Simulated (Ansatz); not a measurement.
Entries from a set of simulations; values are calculated unless marked as measured.

```
Ga2O3 (R-3c): spin-orbit coupling beyond the local functionals
1.0
     2.49870    1.44262    4.48355
    -2.49870    1.44262    4.48355
     0.00000   -2.88525    4.48355
Ga O
4 6
Direct
  0.85559 0.85559 0.85559
  0.64441 0.64441 0.64441
  0.14441 0.14441 0.14441
  0.35559 0.35559 0.35559
  0.75000 0.44683 0.05317
  0.44683 0.05317 0.75000
  0.05317 0.75000 0.44683
  0.25000 0.55317 0.94683
  0.94683 0.25000 0.55317
  0.55317 0.94683 0.25000
# method: DFT, HSE06 with spin-orbit coupling, plane waves, PAW (and 1 further level or step)
# program: Ansatz 0.2.0
# settings of one run: cutoff 420 eV, 4×4×4 k-mesh, default PAW
# cost: 2 runs, 3.3 min in all on 1 × NVIDIA H100 80GB HBM3 (shared by 6 runs) with 3 threads of AMD EPYC 7R13 (Zen 3), shared host (the runs of this entry)
# notes: The cell and positions are those that the Materials Project relaxed with its own functionals (PBE, PBE+U or r2SCAN), kept fixed. This is not the form that Ga2O3 usually takes at ambient conditions. The lattice is static and excitons are left out.
# HSE06: 4.55 eV
# HSE06+SOC: 4.55 eV
```

[Paths, hosts, dates, memory and timing lines, banners, echoed tables and standing remarks are left out of the program output.]

[Logs are printed without paths, hosts, clocks, repeated set-up lines and the standing remarks that a program may print on its own settings, such as how far it seeks lower states.]

[Runs of the session that timed out or met a known fault of the program may be left out.]

[Cells called generated may have been cut or substituted from an entry of the Crystallography Open Database or the Materials Project.]

[Hosts, paths, dates, database ids (printed as entryN), source tags and the programs' standing remarks are cut or masked in the printed files.]
